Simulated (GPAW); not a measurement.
# A Ti chain with an O atom bridging one bond: relaxation, then transmission at several levels

Aim: the conductance of a Ti chain with an O atom bridging one bond after relaxation, and whether geometry, basis or functional moves it most.

Calculated with GPAW 26.7.0; GPAW LCAO, PAW setups; relaxation of the junction within the symmetry of its start, lead ends held, in the first sound run; inputs show where later runs differ.

### Step 1. Starting point

The cell holds 17 atoms: 16 Ti and 1 O. Its edges and angles: a = 9.000 Å, b = 9.000 Å, c = 37.000 Å, α = 90.0°, β = 90.0°, γ = 90.0°. Regions: left lead, 8 atoms (8 Ti); channel, 1 atom (1 O); right lead, 8 atoms (8 Ti). Vacuum lies along a and b. The structure is stacked along c, and the current runs across the ab planes.

### Step 2. Relaxation

Transmission follows bond lengths closely, so the atoms between the held lead ends are relaxed first, within whatever symmetry the start has.

run.py reads:

```python
import json
from ase import Atoms
from ase.constraints import FixAtoms
from ase.optimize import BFGS
from gpaw import GPAW, FermiDirac

device = Atoms(
    ['Ti', 'Ti', 'Ti', 'Ti', 'Ti', 'Ti', 'Ti', 'Ti', 'O', 'Ti', 'Ti', 'Ti', 'Ti', 'Ti', 'Ti', 'Ti', 'Ti'],
    positions=[
        [4.50000, 4.50000, 1.15000],
        [4.50000, 4.50000, 3.45000],
        [4.50000, 4.50000, 5.75000],
        [4.50000, 4.50000, 8.05000],
        [4.50000, 4.50000, 10.35000],
        [4.50000, 4.50000, 12.65000],
        [4.50000, 4.50000, 14.95000],
        [4.50000, 4.50000, 17.25000],
        [5.48103, 4.50000, 18.50000],
        [4.50000, 4.50000, 19.75000],
        [4.50000, 4.50000, 22.05000],
        [4.50000, 4.50000, 24.35000],
        [4.50000, 4.50000, 26.65000],
        [4.50000, 4.50000, 28.95000],
        [4.50000, 4.50000, 31.25000],
        [4.50000, 4.50000, 33.55000],
        [4.50000, 4.50000, 35.85000]],
    cell=[[9.0, 0.0, 0.0], [0.0, 9.0, 0.0], [0.0, 0.0, 37.0]],
    pbc=True)

device.set_constraint(FixAtoms([0, 1, 2, 3, 4, 5, 6, 10, 11, 12, 13, 14, 15, 16]))
device.calc = GPAW(mode='lcao', basis='dzp', xc='PBE', h=0.18,
                   kpts={'size': (1, 1, 2), 'gamma': True},
                   symmetry={'tolerance': 1e-3, 'extra_ids': [1, 1, 1, 1, 1, 1, 1, 0, 0, 0, 1, 1, 1, 1, 1, 1, 1]},
                   occupations=FermiDirac(0.1), maxiter=250,
                   mixer=dict(beta=0.1, nmaxold=8, weight=100.0),
                   convergence=dict(density=0.0001), txt='relax.txt')
path = []
opt = BFGS(device, maxstep=0.15)
opt.attach(lambda: path.append((device.get_potential_energy(), device.positions.tolist(), device.get_forces().tolist())))
relaxed = bool(opt.run(fmax=0.05, steps=50))
json.dump(dict(relaxed=relaxed, path=path, positions=device.positions.tolist(), moments=device.get_magnetic_moments().tolist(),
               forces=device.get_forces(apply_constraint=False).tolist()), open('result.json', 'w'))
```

Run with:

```console
$ OMP_NUM_THREADS=1 OPENBLAS_NUM_THREADS=1 python run.py
```

The program printed:

```text
Step          Energy          fmax
BFGS:    0      -51.977850       13.439719
BFGS:    1      -54.371635        1.405350
BFGS:    2      -54.413998        0.559078
BFGS:    3      -54.427578        0.275235
BFGS:    4      -54.430738        0.284186
BFGS:    5      -54.438647        0.654415
BFGS:    6      -54.445030        0.630105
BFGS:    7      -54.466471        0.303919
BFGS:    8      -54.470555        0.272904
BFGS:    9      -54.475398        0.223630
BFGS:   10      -54.489147        0.169678
BFGS:   11      -54.531190        0.301976
BFGS:   12      -54.582570        0.423217
BFGS:   13      -54.627860        0.820280
BFGS:   14      -54.713368        0.348938
BFGS:   15      -54.769295        0.144090
BFGS:   16      -54.808079        0.264694
BFGS:   17      -54.833053        0.269226
BFGS:   18      -54.848159        0.232138
BFGS:   19      -54.853231        0.187837
BFGS:   20      -54.856602        0.134330
BFGS:   21      -54.858923        0.049735
```

Wall time 59 min (1 thread of Arm Neoverse V1, shared host); peak memory 1.9 GiB.

This run has no spin polarisation, although Ti can carry a moment.

Step by step:

```
step  energy less that of the first step (eV)  largest force (eV/Å)
   1                                   0.0000               13.4397
   2                                  -2.4113                1.4054
   3                                  -2.4556                0.5591
   4                                  -2.4704                0.2752
   5                                  -2.4738                0.2842
   6                                  -2.4815                0.6544
   7                                  -2.4872                0.6301
   8                                  -2.5011                0.3039
   9                                  -2.5071                0.2729
  10                                  -2.5135                0.2236
  11                                  -2.5311                0.1697
  12                                  -2.5806                0.3020
  13                                  -2.6379                0.4232
  14                                  -2.6688                0.8203
  15                                  -2.7583                0.3489
  16                                  -2.8147                0.1441
  17                                  -2.8523                0.2647
  18                                  -2.8753                0.2692
  19                                  -2.8894                0.2321
  20                                  -2.8974                0.1878
  21                                  -2.9044                0.1343
  22                                  -2.9051                0.0497
```

The atoms that moved most (Å):

```
atom      dx     dy      dz  length
  O9  -1.224  0.000   0.000   1.224
 Ti8  -1.168  0.000  -0.345   1.218
Ti10  -1.168  0.000   0.345   1.218
```

The relaxation lowered the energy of the cell by 2.91 eV (energies extrapolated to zero smearing; the optimiser's log prints free energies). The largest force left on a free atom is 0.050 eV/Å.

### Step 3. GPAW, dzp

Localised orbitals split the wire into layers that couple to their neighbours alone, which is what the Green's function method needs; double zeta with polarisation is the usual level for numbers.

This step: GPAW LCAO, PAW setups; Landauer transmission from Green's functions with principal layers (ASE), zero bias (GPAW 26.7.0).

run.py reads:

```python
import json
import numpy as np
from ase import Atoms
from ase.transport.calculators import TransportCalculator
from gpaw import GPAW, FermiDirac
from gpaw.lcao.tools import get_lcao_hamiltonian
from scipy.linalg import eigh

# The junction with lead layers at both ends, along the third cell vector
device = Atoms(
    ['Ti', 'Ti', 'Ti', 'Ti', 'Ti', 'Ti', 'Ti', 'Ti', 'O', 'Ti', 'Ti', 'Ti', 'Ti', 'Ti', 'Ti', 'Ti', 'Ti'],
    positions=[
        [4.50000, 4.50000, 1.15000],
        [4.50000, 4.50000, 3.45000],
        [4.50000, 4.50000, 5.75000],
        [4.50000, 4.50000, 8.05000],
        [4.50000, 4.50000, 10.35000],
        [4.50000, 4.50000, 12.65000],
        [4.50000, 4.50000, 14.95000],
        [3.33176, 4.50000, 16.90473],
        [4.25717, 4.50000, 18.50000],
        [3.33176, 4.50000, 20.09527],
        [4.50000, 4.50000, 22.05000],
        [4.50000, 4.50000, 24.35000],
        [4.50000, 4.50000, 26.65000],
        [4.50000, 4.50000, 28.95000],
        [4.50000, 4.50000, 31.25000],
        [4.50000, 4.50000, 33.55000],
        [4.50000, 4.50000, 35.85000]],
    cell=[[9.0, 0.0, 0.0], [0.0, 9.0, 0.0], [0.0, 0.0, 37.0]],
    pbc=True)

# One principal layer of the lead: the first 5 atoms of the device
lead = Atoms(
    ['Ti', 'Ti', 'Ti', 'Ti', 'Ti'],
    positions=[
        [4.50000, 4.50000, 1.15000],
        [4.50000, 4.50000, 3.45000],
        [4.50000, 4.50000, 5.75000],
        [4.50000, 4.50000, 8.05000],
        [4.50000, 4.50000, 10.35000]],
    cell=[[9.0, 0.0, 0.0], [0.0, 9.0, 0.0], [0.0, 0.0, 11.5]],
    pbc=True)

settings = dict(mode='lcao', basis='dzp', xc='PBE', h=0.18,
                occupations=FermiDirac(0.1), maxiter=250,
                mixer=dict(beta=0.1, nmaxold=8, weight=100.0),
                convergence=dict(density=0.0001))
energies = np.arange(-2, 2 + 1e-9, 0.025)
eta = 0.0001
n1, n2 = 1, 1
# k and -k transmit alike, so half of the mesh across the current serves
mesh = [(i, j) for i in range(n1) for j in range(n2) if (i, j) <= (-i % n1, -j % n2)]
weights = np.array([1 if (i, j) == (-i % n1, -j % n2) else 2 for i, j in mesh]) / (n1 * n2)

# [... helper functions left out ...]
fermi_lead = ground_state(lead, (1, 1, 10), 'lead.txt')
fermi_device = ground_state(device, (1, 1, 2), 'device.txt')
# [... loop over the mesh left out, but for ...]
        # Shift the lead onto the potential of the device's first layer
        shift = ((H[:, 0, 0] - H0[:, 0, 0]) / S0[0, 0]).real.mean()
# [...]
kT = 8.617333e-5 * 300
bias = [0.1, 0.2, 0.5, 1.0, 1.5, 2.0]
# [... integrals and printing left out ...]
```

The program printed:

```text
basis functions: device 477, principal layer 145
Fermi level: lead -2.0137 eV, device -2.0267 eV; lead shifted by 0.0026 eV
largest coupling past the next layer 1.94e-07 eV, largest misfit of the first layer 0.019 eV
  E-E_F (eV)   T (one spin)  [channel counts left out]
    -2.000    4.9818e-02
    -1.975    5.3819e-02
    -1.950    5.8038e-02
    -1.925    6.2493e-02
    -1.900    6.7201e-02
    -1.875    7.2180e-02
    -1.850    7.7452e-02
    -1.825    8.3036e-02
    -1.800    8.8954e-02
    -1.775    9.5227e-02
    -1.750    1.0187e-01
    -1.725    1.0891e-01
    -1.700    1.1635e-01
    -1.675    1.2421e-01
    -1.650    1.3250e-01
    -1.625    1.4122e-01
[...]
1.825    1.1157e+00
     1.850    1.0742e+00
     1.875    1.0383e+00
     1.900    1.0067e+00
     1.925    9.8082e-01
     1.950    9.5711e-01
     1.975    9.3644e-01
     2.000    9.1831e-01
conductance at 300 K: 1.5527 G0 a cell; thermopower -1.766 uV/K
current from the zero-bias T(E) at 0.1 V: 12.002 uA
current from the zero-bias T(E) at 0.2 V: 23.861 uA
current from the zero-bias T(E) at 0.5 V: 58.982 uA
current from the zero-bias T(E) at 1.0 V: 122.73 uA
current from the zero-bias T(E) at 1.5 V: 196.67 uA
current from the zero-bias T(E) at 2.0 V: 263.13 uA
```

It took 6.2 min on 1 thread; peak memory 2.1 GiB.

Numbers from this step:

```yaml
conductance: 1.553 G₀
largest_coupling_past_the_next_principal_layer: 1.94e-7 eV
largest_misfit_of_the_first_principal_layer: 0.01885 eV
shift_that_aligns_the_lead: 0.002572 eV
basis_functions_of_the_junction: 477
basis_functions_of_a_principal_layer: 145
transmission_at_the_fermi_level_one_spin: 1.559
```

One spin. Table of transmission, zone mean by energy, zero at the Fermi level:

```
energy (eV)  transmission, zone mean
     -2.000                   0.0498
     -1.800                   0.0890
     -1.600                    0.150
     -1.400                    0.237
     -1.200                    0.335
     -1.025                    0.979
     -1.000                    0.842
     -0.800                    0.862
     -0.600                     1.10
     -0.400                     1.32
     -0.200                     1.46
      0.000                     1.56
      0.200                     1.55
      0.400                     2.00
      0.600                     2.77
      0.750                     2.94
      0.800                     2.91
      0.925                     2.87
      1.000                     2.68
      1.200                     2.14
      1.400                     1.92
      1.600                     1.56
      1.625                     1.65
      1.800                     1.16
      2.000                    0.918
```

Not self-consistent under bias; the bias window is split evenly. Table of current through one cell, from the zero-bias transmission by bias:

```
bias (V)  current through one cell, from the zero-bias transmission (μA)
   0.100                                                            12.0
   0.200                                                            23.9
   0.500                                                            59.0
   1.000                                                             123
   1.500                                                             197
   2.000                                                             263
```

Table of transmission of the three most open eigenchannels by energy, zero at the Fermi level:

```
energy (eV)  channel 1  channel 2  channel 3
     -2.000     0.0498     5.2e-5          0
     -1.900     0.0671     5.4e-5          0
     -1.800     0.0889     5.6e-5          0
     -1.700      0.116     5.7e-5          0
     -1.600      0.150     5.9e-5          0
     -1.500      0.191     6.1e-5          0
     -1.400      0.237     6.3e-5          0
     -1.300      0.278    0.00251     5.0e-5
     -1.200      0.329    0.00518     4.4e-4
     -1.100      0.396    0.00760    0.00157
     -1.000      0.536      0.301    0.00367
     -0.900      0.563      0.131     0.0363
     -0.800      0.618      0.186     0.0448
     -0.700      0.654      0.248     0.0529
     -0.600      0.688      0.310     0.0597
     -0.500      0.723      0.377     0.0658
     -0.400      0.755      0.449     0.0713
     -0.300      0.778      0.520     0.0754
     -0.200      0.787      0.584     0.0775
     -0.100      0.779      0.638     0.0771
      0.000      0.747      0.678     0.0746
      0.100      0.676      0.550      0.208
      0.200      0.669      0.482      0.257
      0.300      0.672      0.440      0.356
      0.400      0.686      0.549      0.408
      0.500      0.779      0.716      0.490
      0.600      0.901      0.778      0.653
      0.700      0.920      0.847      0.729
      0.800      0.882      0.844      0.780
      0.900      0.988      0.854      0.568
      1.000      0.913      0.729      0.521
      1.100      0.994      0.922      0.357
      1.200      0.994      0.954      0.106
      1.300      0.996      0.960     0.0498
      1.400      0.975      0.929     0.0152
      1.500      0.920      0.731     0.0111
      1.600      0.803      0.758     2.5e-4
      1.700      0.985      0.460     2.7e-4
      1.800      0.929      0.234     3.0e-4
      1.900      0.882      0.125     3.4e-4
      2.000      0.845     0.0731     3.8e-4
```

Couplings past the next layer reach 1.9e-7 eV, small enough to drop; the matrix elements of the cell's first layer differ from the bulk lead's by up to 0.019 eV. That layer keeps its own values in the calculation, and only beyond it is the lead taken as perfect. The Fermi levels of lead and junction count from different zeros of potential, one for each periodic cell; with both set to zero, the small remaining shift is what aligns them. By hand: G = 1.553 × 77.48 μS = 120 μS, a resistance of 8.31 kΩ; at 0.1 V a linear junction would pass 12.0 μA, and the integral over the bias window gives 12.0 μA.

### Step 4. Single-zeta polarised basis

One radial function a shell plus polarisation makes the matrices smaller; the question is what that costs.

Changes to run.py since step 3:

```diff
@@ -44,3 +44,3 @@
 
-settings = dict(mode='lcao', basis='dzp', xc='PBE', h=0.18,
+settings = dict(mode='lcao', basis='szp(dzp)', xc='PBE', h=0.18,
                 occupations=FermiDirac(0.1), maxiter=250,
```

The program printed:

```text
basis functions: device 265, principal layer 80
Fermi level: lead -1.8840 eV, device -1.8981 eV; lead shifted by 0.0051 eV
largest coupling past the next layer 2.02e-07 eV, largest misfit of the first layer 0.020 eV
  E-E_F (eV)   T (one spin)  [channel counts left out]
    -2.000    5.8711e-02
    -1.975    6.3094e-02
    -1.950    6.7744e-02
    -1.925    7.2669e-02
    -1.900    7.7878e-02
    -1.875    8.3375e-02
    -1.850    8.9163e-02
    -1.825    9.5245e-02
    -1.800    1.0162e-01
    -1.775    1.0829e-01
    -1.750    1.1524e-01
    -1.725    1.2248e-01
    -1.700    1.3000e-01
    -1.675    1.3780e-01
    -1.650    1.4587e-01
    -1.625    1.5420e-01
[...]
1.825    9.9387e-01
     1.850    9.6853e-01
     1.875    9.4629e-01
     1.900    9.2661e-01
     1.925    9.0911e-01
     1.950    8.9346e-01
     1.975    8.7943e-01
     2.000    8.6682e-01
conductance at 300 K: 1.4972 G0 a cell; thermopower -1.203 uV/K
current from the zero-bias T(E) at 0.1 V: 11.601 uA
current from the zero-bias T(E) at 0.2 V: 23.189 uA
current from the zero-bias T(E) at 0.5 V: 57.579 uA
current from the zero-bias T(E) at 1.0 V: 119.41 uA
current from the zero-bias T(E) at 1.5 V: 187.1 uA
current from the zero-bias T(E) at 2.0 V: 259.49 uA
```

Run time: 3.9 min. Hardware: 1 thread; peak memory 2 GiB.

Numbers from this step:

```yaml
conductance: 1.497 G₀
largest_coupling_past_the_next_principal_layer: 2.02e-7 eV
largest_misfit_of_the_first_principal_layer: 0.02043 eV
shift_that_aligns_the_lead: 0.005100 eV
basis_functions_of_the_junction: 265
basis_functions_of_a_principal_layer: 80
transmission_at_the_fermi_level_one_spin: 1.495
```

One spin. Transmission, zone mean against energy, zero at the Fermi level:

```
energy (eV)  transmission, zone mean
     -2.000                   0.0587
     -1.800                    0.102
     -1.600                    0.163
     -1.400                    0.241
     -1.200                    0.347
     -1.000                    0.724
     -0.950                     1.51
     -0.800                    0.916
     -0.600                     1.15
     -0.400                     1.35
     -0.200                     1.46
      0.000                     1.50
      0.200                     1.48
      0.400                     1.84
      0.600                     2.70
      0.625                     2.85
      0.800                     2.64
      0.900                     3.15
      1.000                     2.85
      1.200                     2.06
      1.400                     1.81
      1.575                     1.55
      1.600                     1.50
      1.800                     1.02
      2.000                    0.867
```

Not self-consistent under bias; the bias window is split evenly. Table of current through one cell, from the zero-bias transmission by bias:

```
bias (V)  current through one cell, from the zero-bias transmission (μA)
   0.100                                                            11.6
   0.200                                                            23.2
   0.500                                                            57.6
   1.000                                                             119
   1.500                                                             187
   2.000                                                             259
```

Transmission of the three most open eigenchannels against energy, zero at the Fermi level:

```
energy (eV)  channel 1  channel 2  channel 3
     -2.000     0.0587     3.8e-7          0
     -1.900     0.0779     3.9e-7          0
     -1.800      0.102     4.0e-7          0
     -1.700      0.130     4.0e-7          0
     -1.600      0.163     4.0e-7          0
     -1.500      0.200     4.0e-7          0
     -1.400      0.241     3.9e-7          0
     -1.300      0.282    0.00393     5.3e-4
     -1.200      0.337    0.00892     5.0e-4
     -1.100      0.426     0.0122     4.4e-5
     -1.000      0.521      0.169     0.0271
     -0.900      0.571      0.172     0.0381
     -0.800      0.625      0.241     0.0454
     -0.700      0.656      0.317     0.0523
     -0.600      0.684      0.383     0.0578
     -0.500      0.716      0.446     0.0621
     -0.400      0.745      0.508     0.0650
     -0.300      0.762      0.568     0.0662
     -0.200      0.764      0.619     0.0654
     -0.100      0.750      0.662     0.0627
      0.000      0.721      0.698     0.0582
      0.100      0.688      0.622      0.159
      0.200      0.644      0.576      0.180
      0.300      0.657      0.518      0.259
      0.400      0.680      0.474      0.443
      0.500      0.741      0.696      0.451
      0.600      0.863      0.760      0.616
      0.700      0.737      0.649      0.421
      0.800      0.812      0.706      0.599
      0.900      0.968      0.900      0.673
      1.000      0.980      0.856      0.566
      1.100      0.997      0.942      0.235
      1.200      0.997      0.956     0.0548
      1.300      0.993      0.924     0.0133
      1.400      0.973      0.827    0.00893
      1.500      0.214      0.170     4.6e-6
      1.600      0.996      0.503     7.3e-7
      1.700      0.955      0.242     7.2e-7
      1.800      0.903      0.120     7.2e-7
      1.900      0.860     0.0669     7.3e-7
      2.000      0.825     0.0423     7.4e-7
```

The conductance, 1.50 G₀, lies 3.6 % below that of the dzp run.

[end of part 1 of 2]

[Logs are printed without paths, hosts, clocks, repeated set-up lines and the standing remarks that a program may print on its own settings, such as how far it seeks lower states.]

[Hosts, paths, dates, database ids (printed as entryN), source tags and the programs' standing remarks are cut or masked in the printed files.]
